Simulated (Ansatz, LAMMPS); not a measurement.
# Li+ triflate in propylene carbonate and dimethoxyethane at 370 K (166 atoms): a single point

Aim: energy, forces, charges and density of states of Li+ triflate in propylene carbonate and dimethoxyethane at 370 K (166 atoms) at a fixed geometry.

Method: Kohn-Sham DFT, LDA, PAW (set soft_2), plane waves, in Ansatz 0.2.0.

**1. Starting point**

The cell holds 166 atoms: 42 C, 30 O, 84 H, 2 S, 6 F and 2 Li. Cell: a = 12.470 Å, b = 12.470 Å, c = 12.470 Å, α = 90.0°, β = 90.0°, γ = 90.0°. 4 propylene carbonate, 6 dimethoxyethane, 2 Li+, 2 triflate placed at random, at 1.08 g/cm³; overlaps pushed apart, then 10 ps at 550 K with Joung-Cheatham ions (J. Phys. Chem. B 112, 9020 (2008)); MMFF94 bonds, angles, torsions, charges and radii (Halgren, J. Comput. Chem. 17, 490 (1996)) in harmonic and 12-6 forms; charges of ions scaled by 0.8. Snapshot after 30 ps at 370 K and fixed volume.

What the set-up can't give: The network of contacts between molecules at the start is that of the classical potential that made the cell, and needn't be the one that DFT or experiment would give. The functional has no dispersion term, which matters for the binding between molecules or layers, where LDA binds through overlap of densities alone. The density was typed from a rule of thumb and may lie off the real one at this temperature. Sampling is at Γ alone, for a cell whose shortest periodic width is 12 Å.

**2. How the cell was made**

A classical potential makes the cell, at a small fraction of what the same run would cost in DFT.

This step: classical MD, Joung-Cheatham ions (J. Phys. Chem. B 112, 9020 (2008)); MMFF94 bonds, angles, torsions, charges and radii (Halgren, J. Comput. Chem. 17, 490 (1996)) in harmonic and 12-6 forms; charges of ions scaled by 0.8 (LAMMPS 22 Jul 2025 - Update 4).

Input file in.lmp:

```
# Li+ triflate in propylene carbonate and dimethoxyethane
units real
atom_style full
boundary p p p
bond_style harmonic
angle_style harmonic
dihedral_style opls
improper_style harmonic
special_bonds lj 0 0 0.5 coul 0 0 0.75
read_data data.lmp
neigh_modify delay 0 every 1 check yes one 4000
comm_modify cutoff 12.0
timestep 0.5
thermo_style custom step time temp pe press density
thermo_modify norm yes
# push overlapping molecules apart
pair_style soft 2.6
pair_coeff * * 0.0
variable a equal ramp(1,60)
fix ad all adapt 1 pair soft a * * v_a
velocity all create 550 849355 mom yes dist gaussian
fix lim all nve/limit 0.03
fix lan all langevin 550 550 50 849356 zero yes
thermo 1000
run 3000 post no
unfix ad
pair_style lj/cut/coul/long 9.0
pair_modify mix arithmetic tail yes
pair_coeff 1 1 0.0678 3.3680   # C
pair_coeff 2 2 0.0763 3.0430   # O
pair_coeff 3 3 0.0216 2.5400   # H
pair_coeff 4 4 0.0678 3.4070   # C
pair_coeff 5 5 0.0763 2.9870   # O
pair_coeff 6 6 0.0763 3.0960   # O
# [... 21 lines left out ...]
compute msd all msd com yes
thermo 7500
fix md all nvt temp 370 370 100
run 30000 post no
print "== T370: mean square displacement over the hold $(c_msd[4]:%.2f) A^2"
unfix md
uncompute msd
write_dump all custom T370.dump id type xs ys zs modify sort id
```

Command:

```sh
> lmp -in in.lmp -log none -nocite
```

Output:

```text
LAMMPS (22 Jul 2025 - Update 4)
Reading data file ...
  orthogonal box = (0 0 0) to (12.46975 12.46975 12.46975)
  166 atoms
  orthogonal box = (0 0 0) to (12.46975 12.46975 12.46975)
  156 bonds
  272 angles
  256 dihedrals
  4 impropers
   Step          Time           Temp          PotEng         Press         Density
         0   0              550            0.72823565    -3482.9337      1.0799992
      1000   500            493.87944      2.1225099      24829.611      1.0799992
      2000   1000           474.91267      2.0058588      17923.334      1.0799992
      3000   1500           520.14426      1.9942236      11801.18       1.0799992
[... 41 lines left out ...]
Loop time of 1.92576 s on 1 MPI rank(s) for 5000 steps with 166 atoms
WARNING: Bond/angle/dihedral extent > half of periodic box length
   Step          Time           Temp          PotEng         Press         Density
[... 2 lines left out ...]
     30000   29000          362.39521      0.67577347     5989.9025      1.0799992
     37500   36500          376.62722      0.78587175    -757.01726      1.0799992
     45000   44000          298.70692      0.62344974    -1136.431       1.0799992
     47000   46000          345.66717      0.81568843    -988.64779      1.0799992
Loop time of 11.2779 s on 1 MPI rank(s) for 30000 steps with 166 atoms
== T370: mean square displacement over the hold 22.42 A^2
```

Wall time 18 s (1 thread of AMD EPYC 9R45, shared host); peak memory 0.13 GiB.

The input also reads data.lmp (atoms, bonds and types; not printed here).

**3. Plane-wave single point**

The electrons are solved once, with the atoms held.

Input file input.yaml:

```yaml
crystal:
  lattice:
    - [12.46975, 0.0, 0.0]
    - [0.0, 12.46975, 0.0]
    - [0.0, 0.0, 12.46975]
  atoms:
    - { symbol: C, position: [0.6689, 0.95848, 0.47191] }
    - { symbol: O, position: [0.69274, 0.85249, 0.51012] }
    - { symbol: C, position: [0.75429, 0.86615, 0.606] }
    - { symbol: C, position: [0.81583, 0.76081, 0.64289] }
    - { symbol: O, position: [0.89801, 0.77866, 0.71965] }
    - { symbol: C, position: [0.98688, 0.83333, 0.67728] }
    - { symbol: H, position: [0.73491, 0.00492, 0.44559] }
    - { symbol: H, position: [0.62021, 0.00405, 0.53268] }
    - { symbol: H, position: [0.61618, 0.95691, 0.40803] }
    - { symbol: H, position: [0.69464, 0.87978, 0.67657] }
    - { symbol: H, position: [0.80974, 0.93051, 0.58508] }
    - { symbol: H, position: [0.84338, 0.70828, 0.57744] }
    - { symbol: H, position: [0.76346, 0.71083, 0.69542] }
    - { symbol: H, position: [0.05365, 0.81425, 0.73437] }
    - { symbol: H, position: [0.97273, 0.92228, 0.6763] }
    - { symbol: H, position: [0.01352, 0.80816, 0.59914] }
    - { symbol: C, position: [0.25233, 0.21207, 0.06992] }
    - { symbol: O, position: [0.35731, 0.23453, 0.0937] }
    - { symbol: C, position: [0.36735, 0.32496, 0.16428] }
    - { symbol: C, position: [0.48966, 0.34028, 0.18624] }
    - { symbol: O, position: [0.54803, 0.23965, 0.19049] }
    - { symbol: C, position: [0.64977, 0.25434, 0.2303] }
    - { symbol: H, position: [0.22417, 0.27624, 0.02301] }
    - { symbol: H, position: [0.20187, 0.22936, 0.13773] }
    - { symbol: H, position: [0.23762, 0.12815, 0.03951] }
    - { symbol: H, position: [0.32399, 0.30701, 0.23521] }
    - { symbol: H, position: [0.3328, 0.38946, 0.12568] }
    - { symbol: H, position: [0.4873, 0.38533, 0.25835] }
    - { symbol: H, position: [0.52776, 0.38577, 0.12392] }
    - { symbol: H, position: [0.65253, 0.2939, 0.30645] }
    - { symbol: H, position: [0.69248, 0.31061, 0.1729] }
    - { symbol: H, position: [0.69102, 0.17722, 0.23269] }
    [... 128 atom lines left out ...]
    - { symbol: C, position: [0.3325, 0.97973, 0.84873] }
    - { symbol: F, position: [0.27082, 0.97507, 0.93935] }
    - { symbol: F, position: [0.31232, 0.8883, 0.79241] }
    - { symbol: F, position: [0.30143, 0.06026, 0.78331] }
    - { symbol: Li, position: [0.47201, 0.12398, 0.10776] }
    - { symbol: Li, position: [0.01879, 0.23378, 0.58948] }
kpoints:
  mp_grid: { grid: [1, 1, 1] }
hamiltonian:
  xc: lda
scf:
  occupations: { method: gaussian, width: 0.025 }
output:
  forces: true
  stress: true
  populations: intrinsic
  dos:
    method: { smearing: { sigma: 0.1 } }
    de: 0.1
    projected: { site_lists: { C: [C], F: [F], H: [H], Li: [Li], O: [O] } }
  eigenvalues: true
  write_density: true
  write_potential: true
  volumetric_format: npy
```

Command:

```sh
> ansatz run input.yaml --threads 8 --pin off --max-ram 15872MiB --backend cpu --events-out ev --progress --plain --runs-dir out
```

Output:

```text
Engine: ansatz 0.2.0, x86_64-unknown-linux-gnu
Pseudopotentials: kind: paw
Pseudopotential: C, paw, valence charge 4, recommended cutoff 420 eV (normal), C.paw.azcp
Pseudopotential: O, paw, valence charge 6, recommended cutoff 420 eV (normal), O.paw.azcp
Pseudopotential: H, paw, valence charge 1, recommended cutoff 420 eV (normal), H.paw.azcp
Pseudopotential: S, paw, valence charge 6, recommended cutoff 420 eV (normal), S.paw.azcp
Pseudopotential: F, paw, valence charge 7, recommended cutoff 420 eV (normal), F.paw.azcp
Pseudopotential: Li, paw, valence charge 3, recommended cutoff 420 eV (normal), Li.paw.azcp
[... 3 lines on functional and potentials left out ...]
Crystal: 166 atoms, lattice volume = 1938.980 Å³
Basis set: ecut = 420 eV, 37993 PW (Γ)
Bands: 412, of which v1, the nominal top of the filled ones, is band 246 counted from 1 (245 counted from 0)
Symmetry: 1 space group operations
Space group: P1 (ITA 1), of the structure as read, at distance tolerance 1.2e-4 Å
k-points: 1
[... 17 lines on functional and potentials left out ...]
Initial density: superposition of atomic densities (neutral atoms: chi_scale 0, normalization atom), corrected by the library's trained network
Initial wavefunctions: pseudopotential atomic-orbital guess
Functional: x = slater, c = lda
SCF iter   1: F=—  HF=-35057.520357 eV  |F-HF|=—  |Δ(HF+E_count)|=         —  Δρ=9.69e-3  dr2=1.41e0  ethr=1.77e-3  ⟨swp⟩=5.0  Hψ=1742  notcnv=0  defer=143
preconditioner: auto → Resta (q_TF=auto, 2.171 Å⁻¹)  ε∞=2.4  [insulator: Δε(μ)=3.935 eV  Ē_g=15.483 eV  σ=0.025 eV  W_gap=1.00  n_scr=340 (ndim 8)  ℏωp=18.2 eV  f_vac=0.312  D(μ)=0.00/eV (n_scr^D=0)  ε∞_Penn≈2.4]
SCF iter   2: F=—  HF=-35057.111683 eV  |F-HF|=—  |Δ(HF+E_count)|=   4.09e-1  Δρ=4.03e-3  dr2=2.62e-1  ethr=2.87e-4  ⟨swp⟩=2.0  Hψ=600  notcnv=0  defer=157
SCF iter   3: F=—  HF=-35057.052290 eV  |F-HF|=—  |Δ(HF+E_count)|=   5.94e-2  Δρ=1.96e-3  dr2=7.44e-2  ethr=5.32e-5  ⟨swp⟩=2.0  Hψ=509  notcnv=0  defer=157
SCF iter   4: F=—  HF=-35057.039694 eV  |F-HF|=—  |Δ(HF+E_count)|=   1.26e-2  Δρ=5.80e-4  dr2=8.54e-3  ethr=1.51e-5  ⟨swp⟩=2.0  Hψ=499  notcnv=0  defer=157
SCF iter   5: F=—  HF=-35057.040689 eV  |F-HF|=—  |Δ(HF+E_count)|=   9.96e-4  Δρ=3.31e-4  dr2=2.47e-3  ethr=1.74e-6  ⟨swp⟩=2.0  Hψ=687  notcnv=0  defer=157
SCF iter   6: F=—  HF=-35057.041056 eV  |F-HF|=—  |Δ(HF+E_count)|=   3.67e-4  Δρ=1.53e-4  dr2=5.13e-4  ethr=5.02e-7  ⟨swp⟩=2.0  Hψ=475  notcnv=0  defer=157
SCF iter   7: F=—  HF=-35057.041185 eV  |F-HF|=—  |Δ(HF+E_count)|=   1.29e-4  Δρ=3.92e-5  dr2=3.66e-5  ethr=1.04e-7  ⟨swp⟩=2.0  Hψ=483  notcnv=0  defer=157
SCF iter   8: F=—  HF=-35057.044400 eV  |F-HF|=—  |Δ(HF+E_count)|=   3.22e-3  Δρ=2.31e-5  dr2=9.40e-6  ethr=7.43e-9  ⟨swp⟩=2.0  Hψ=494  notcnv=0  defer=157
SCF iter   9: F=—  HF=-35057.044405 eV  |F-HF|=—  |Δ(HF+E_count)|=   4.63e-6  Δρ=7.87e-6  dr2=1.26e-6  ethr=1.91e-9  ⟨swp⟩=2.0  Hψ=650  notcnv=0  defer=161
SCF iter  10: F=—  HF=-35057.044406 eV  |F-HF|=—  |Δ(HF+E_count)|=   1.29e-6  Δρ=3.30e-6  dr2=2.48e-7  ethr=2.56e-10  ⟨swp⟩=2.0  Hψ=486  notcnv=0  defer=161
SCF iter  11: F=-35057.044407 eV  HF=-35057.044407 eV  |F-HF|=2.68e-8  |Δ(HF+E_count)|=   3.24e-7  Δρ=2.08e-6  dr2=8.45e-8  ethr=2.03e-11  ⟨swp⟩=21.0  Hψ=3915  notcnv=0
SCF 1 converged in 11 iterations: F = -35057.044407 eV  dr2 = 8.45e-8
  greatest PAW one-centre occupation: 1.000 electrons in one spin orbital (limit 2), on the Li atom at site 165 (counted from 0), in its partial waves of l = 0
SCF converged after 11 iterations
Free energy (F): -35057.044407 eV
Harris-Foulkes:  -35057.044407 eV  (|F-HF|=2.68e-8)
Internal energy: -35057.044407 eV  (E = F + TS)
E sigma→0 (E₀):  -35057.044407 eV
Fermi energy:    0.827561 eV
--- Per-component energies (eV) ---
  E_band       = -4640.225460
  E_kinetic    = 11698.780611
  E_local      = -47207.039176  (includes V_loc(G=0)·N_el)
  E_nonlocal   = 3266.341738
  E_hartree    = 18262.017825
  E_xc         = -5547.477426
  E_vxc        = -6996.131949  (∫ρ·V_xc dr)
  E_paw        = -10622.896980  (= ΣΔE_a)
  E_vpaw       = -1926.178318  (= ΣTr[D̂ρ^β])
  E_aug_tail   = -0.023986  (compensation charges beyond the density's cutoff)
  E_ewald      = -4913.279527
  E_core_change = 6.532515  (= ΣΔE_core)
  E_smearing   = -0.000000  (= −TS)
  E_closure    = 0.000000  (closes the sum)
  Σ components = -35057.044407   (vs F -35057.044407, Δ=0.00e0)
--- Forces (eV/Å), atoms counted from 1 ---
  atom   1  C     -1.00772713    -0.81963153     2.65697923
  atom   2  O      0.37618037     0.90637959     0.15222509
  atom   3  C     -0.86952607    -1.89916929     0.83109055
  atom   4  C     -0.91119886     0.31928700     1.01716138
  atom   5  O     -0.00682683     0.36534829    -1.19790861
  atom   6  C      0.26321950     0.71535806     1.90266798
  atom   7  H      1.31649899     0.52851450     0.04011989
  atom   8  H      0.58269167    -0.18707081     0.09661012
  atom   9  H     -1.59260983    -0.77073250    -2.22288695
  atom  10  H      1.11318889     0.61136118    -1.05599766
  atom  11  H      0.42493700     0.40075816     0.75971987
  atom  12  H      0.17097470     0.22254622    -0.41704195
  atom  13  H     -0.41462999     0.11438125    -0.76303447
  atom  14  H     -0.23616629     0.40612466    -0.32298862
[...]
atom 165  Li    -0.12081548    -0.05277749     0.19925314
  atom 166  Li    -0.69779763    -0.58989183    -0.46228478
  max |Σ_I F_I| component: 3.04e-4 eV/Å
--- Stress (GPa, compression-positive) ---
       -0.743440       0.546086       0.393792
        0.546086      -1.207990       0.356243
        0.393792       0.356243      -0.823280
  P = ⅓ Tr σ = -0.9249 GPa (-9.249 kbar)
--- Band table (eV) ---
  k-point 0: bands = ["-43.7723", "-43.4911", "-28.3534", "-27.8600", [... 396 levels ...], "9.8387", "9.8658", "9.8688", "9.9259", "9.9734", "10.0281", "10.0441", "10.0934", "10.1126", "10.1760", "10.2068", "10.2346"]
--- intrinsic populations: 166 sites ---
  site symbol       q [e]
     0      C      4.3678
     1      O      6.3883
     2      C      4.1414
[...]
165     Li      2.2388
  spilling = 0.000000 (of n_electrons = 492.000000)
```

Wall time 7.7 s (8 threads of AMD EPYC 9R45, shared host); peak memory 2.5 GiB.

Reading the cycles: dr2 is the Hartree energy of the density residual (eV), the measure of convergence; HF is the Harris–Foulkes estimate of the energy, which meets the free energy F at convergence.

Read from the output:

- free energy: -35057.0444 eV
- free energy per atom: -211.1870 eV/atom
- SCF cycles: 11
- pressure: -0.9249 GPa
- r.m.s. force component: 1.121 eV/Å
- longest force: 4.779 eV/Å
- Fermi energy: 0.8276 eV
- gap (highest filled to lowest empty level): 3.883 eV

Neighbours are counted within 1.34 Å (H-C), 1.82 Å (C-C), 1.73 Å (C-O), 1.62 Å (C-F), 2.21 Å (C-S), 2.33 Å (O-Li), 1.88 Å (O-S).

Length of the force by element and coordination:

| element | coordination | atoms | mean length of the force (eV/Å) | spread | least | most |
| --- | --- | --- | --- | --- | --- | --- |
| C | all | 42 | 2.43 | 1.02 | 0.919 | 4.78 |
| C | 3 | 4 | 2.70 | 1.09 | 1.22 | 4.12 |
| C | 4 | 38 | 2.41 | 1.00 | 0.919 | 4.78 |
| F | all | 6 | 1.61 | 0.382 | 1.12 | 2.13 |
| H | all | 84 | 1.19 | 0.762 | 0.253 | 3.66 |
| Li | all | 2 | 0.631 | 0.393 | 0.239 | 1.02 |
| O | all | 30 | 1.86 | 0.882 | 0.688 | 3.89 |
| O | 1 | 6 | 1.57 | 0.691 | 0.688 | 2.56 |
| O | 2 | 20 | 1.91 | 0.988 | 0.793 | 3.89 |
| O | 3 | 4 | 2.00 | 0.289 | 1.70 | 2.47 |
| S | all | 2 | 3.29 | 0.432 | 2.86 | 3.72 |

Intrinsic-atomic-orbital charges by element and coordination:

| element | coordination | atoms | mean charge (e) | spread | least | most |
| --- | --- | --- | --- | --- | --- | --- |
| C | all | 42 | -0.117 | 0.334 | -0.587 | 0.658 |
| C | 3 | 4 | 0.649 | 0.0075 | 0.638 | 0.658 |
| C | 4 | 38 | -0.197 | 0.234 | -0.587 | 0.541 |
| F | all | 6 | -0.269 | 0.0074 | -0.282 | -0.261 |
| H | all | 84 | 0.183 | 0.0199 | 0.138 | 0.225 |
| Li | all | 2 | 0.751 | 0.0105 | 0.740 | 0.761 |
| O | all | 30 | -0.495 | 0.229 | -0.967 | -0.285 |
| O | 1 | 6 | -0.784 | 0.211 | -0.948 | -0.476 |
| O | 2 | 20 | -0.426 | 0.184 | -0.967 | -0.285 |
| O | 3 | 4 | -0.407 | 0.0143 | -0.430 | -0.393 |
| S | all | 2 | 2.24 | 0.0283 | 2.22 | 2.27 |

States in the cell by windows of 1 eV, zero at the Fermi level; the larger projections on atomic orbitals stand beside the total:

| from (eV) | to (eV) | total | C p | O p | H s | F p | C s |
| --- | --- | --- | --- | --- | --- | --- | --- |
| -18 | -17 | 0.0 | 0.0 | 0.0 | 0.0 | 0.0 | 0.0 |
| -17 | -16 | 2.7 | 0.3 | 0.3 | 0.4 | 0.0 | 1.4 |
| -16 | -15 | 13.4 | 1.3 | 2.2 | 2.3 | 0.0 | 6.9 |
| -15 | -14 | 8.0 | 0.5 | 0.8 | 0.8 | 1.3 | 3.0 |
| -14 | -13 | 20.8 | 2.3 | 4.2 | 4.9 | 0.0 | 8.5 |
| -13 | -12 | 18.9 | 3.8 | 3.6 | 4.0 | 0.5 | 5.0 |
| -12 | -11 | 23.0 | 6.0 | 3.9 | 3.1 | 3.1 | 3.4 |
| -11 | -10 | 9.3 | 2.1 | 0.6 | 1.2 | 3.4 | 1.1 |
| -10 | -9 | 22.5 | 8.6 | 7.3 | 2.8 | 0.6 | 0.6 |
| -9 | -8 | 39.7 | 18.7 | 11.2 | 6.4 | 0.5 | 1.1 |
| -8 | -7 | 56.4 | 17.2 | 17.8 | 6.7 | 9.2 | 0.7 |
| -7 | -6 | 47.3 | 17.0 | 11.0 | 7.1 | 9.7 | 0.4 |
| -6 | -5 | 43.0 | 19.2 | 10.0 | 9.9 | 2.4 | 0.3 |
| -5 | -4 | 38.7 | 12.7 | 16.7 | 7.2 | 0.2 | 0.3 |
| -4 | -3 | 43.1 | 6.1 | 29.6 | 4.4 | 0.8 | 0.4 |
| -3 | -2 | 22.8 | 2.3 | 16.4 | 3.8 | 0.0 | 0.1 |
| -2 | -1 | 6.4 | 0.6 | 4.5 | 1.2 | 0.0 | 0.0 |
| -1 | 1 | 0.0 | 0.0 | 0.0 | 0.0 | 0.0 | 0.0 |
| 1 | 2 | 1.1 | 0.6 | 0.4 | 0.0 | 0.0 | 0.0 |
| 2 | 3 | 13.6 | 4.0 | 2.4 | 2.7 | 0.0 | 1.2 |
| 3 | 4 | 29.6 | 7.3 | 1.9 | 6.2 | 0.4 | 2.5 |
| 4 | 5 | 41.5 | 9.3 | 2.5 | 8.2 | 0.9 | 3.1 |

Between -26 and -18 eV lie 58 more states.

Not all projections were asked for or kept, so they needn't add up to the total.

The levels nearest the highest filled one (over half full), pooled over k-points and spins:

| level less the highest filled one (eV) | occupation |
| --- | --- |
| -0.269 | 2 |
| -0.181 | 2 |
| -0.127 | 2 |
| -0.0559 | 2 |
| -0.0128 | 2 |
| 0 | 2 |
| 3.88 | 0 |
| 4.28 | 0 |
| 4.50 | 0 |
| 4.64 | 0 |
| 4.77 | 0 |
| 4.80 | 0 |

Electrostatic potential energy in the ac plane at fractional y = 0.234, with atoms of O and H and C and Li within 0.2 Å of it. With pseudopotentials it is smooth inside the atoms' cores, unlike the true potential.

Values in eV, 13 rows by 16 columns, each cell a mean:
```
  5   5   4   4   4   5   6   5   2  -4   4   2 -24 -22 -16   4
  5   4   3   4   4   5   5   5   0 -10   3   4   2   3   3   4
  5   3 -15 -15  -6   3   5   4   3   3   5   5   4   3   4   5
  4   2 -20 -18  -9   3   4   4   4   5   5   5   5   4   3   4
 -9  -2 -20   1   4   4   4   4   4   5   5   5   5   6   4  -1
-24  -2   3   5   3   3   3   2   3   5   5   5   5   5   4  -6
  3   4   5   5   4   3   1 -13  -2   4   5   5   5   5   5   4
  6   6   6   5   5   3   4   2   4   4   5   5   5   5   5   6
  6   6   6   6   5   5   5   5   5   4   3   4   5   5   5   6
  6   6   6   5   5   4   5   5  -2  -8 -25  -5   4   5   5   6
  6   6   3  -4   3   1   2   2 -29 -26 -18  -2   4   5   5   5
  5   5   1 -23 -20 -31 -18   3   1   3   4   4   2   1   4   5
  5   5   4 -11 -17  -8   0   5   5   5   5   3 -13 -11   3   5
```
Columns run along a (12.5 Å; values clipped at the 3rd and 97th percentile), rows up along c (12.5 Å). Atoms in or near the plane, at fractional coordinates: O at (0.36, 0.09), O at (0.55, 0.19), H at (0.20, 0.14), H at (0.57, 0.91), C at (0.18, 0.76), H at (0.26, 0.76), C at (0.80, 0.98), H at (0.88, 0.96), Li at (0.02, 0.59).

Valence density in the ac plane at fractional y = 0.234, with atoms of O and H and C and Li within 0.2 Å of it. It is the smooth field of the valence electrons, not physical close to the nuclei.

Values in e/Å³, 13 rows by 16 columns, each cell a mean:
```
0.0 0.0 0.0 0.1 0.1 0.0 0.0 0.0 0.1 0.3 0.1 0.2 1.3 1.4 0.8 0.0
0.0 0.0 0.1 0.0 0.0 0.0 0.0 0.0 0.3 0.6 0.1 0.1 0.2 0.1 0.1 0.0
0.0 0.1 0.9 0.9 0.4 0.0 0.0 0.0 0.2 0.1 0.0 0.1 0.2 0.1 0.1 0.0
0.0 0.2 1.1 1.1 0.5 0.0 0.0 0.0 0.0 0.0 0.0 0.0 0.0 0.1 0.3 0.1
0.7 0.5 1.8 0.4 0.0 0.0 0.0 0.0 0.0 0.0 0.0 0.0 0.0 0.1 0.3 0.2
3.2 0.2 0.2 0.1 0.0 0.1 0.1 0.3 0.2 0.0 0.0 0.0 0.0 0.0 0.0 0.3
0.1 0.0 0.0 0.0 0.0 0.1 0.3 1.2 0.5 0.0 0.0 0.0 0.0 0.0 0.0 0.0
0.0 0.0 0.0 0.0 0.1 0.2 0.1 0.2 0.1 0.0 0.0 0.0 0.0 0.0 0.0 0.0
0.1 0.1 0.0 0.0 0.1 0.1 0.0 0.0 0.0 0.1 0.2 0.1 0.0 0.0 0.0 0.0
0.1 0.1 0.0 0.0 0.0 0.1 0.0 0.1 0.7 0.8 1.3 0.5 0.0 0.0 0.0 0.0
0.0 0.0 0.1 0.3 0.1 0.3 0.2 0.3 3.8 2.9 0.9 0.4 0.0 0.0 0.0 0.0
0.0 0.0 0.2 1.4 1.2 3.9 2.4 0.1 0.4 0.3 0.1 0.1 0.2 0.1 0.0 0.0
0.0 0.0 0.1 0.9 1.1 1.2 0.7 0.1 0.0 0.0 0.0 0.1 0.9 0.9 0.2 0.0
```
Columns run along a (12.5 Å), rows up along c (12.5 Å). Atoms in or near the plane, at fractional coordinates: O at (0.36, 0.09), O at (0.55, 0.19), H at (0.20, 0.14), H at (0.57, 0.91), C at (0.18, 0.76), H at (0.26, 0.76), C at (0.80, 0.98), H at (0.88, 0.96), Li at (0.02, 0.59).

Mean intrinsic-atomic-orbital charges: C -0.12, F -0.27, H +0.18, Li +0.75, O -0.49, S +2.24 e.

(Part 1 of 2 ends here.)

[Logs are printed without paths, hosts, clocks, repeated set-up lines and the standing remarks that a program may print on its own settings, such as how far it seeks lower states.]

[Hosts, paths, dates, database ids (printed as entryN), source tags and the programs' standing remarks are cut or masked in the printed files.]

[The MMFF94 radii named for the starting cell were scaled by 0.96; in molecules described by MMFF94, hydrogen bound to N, O or S took a small fixed 12-6 site in their place.]
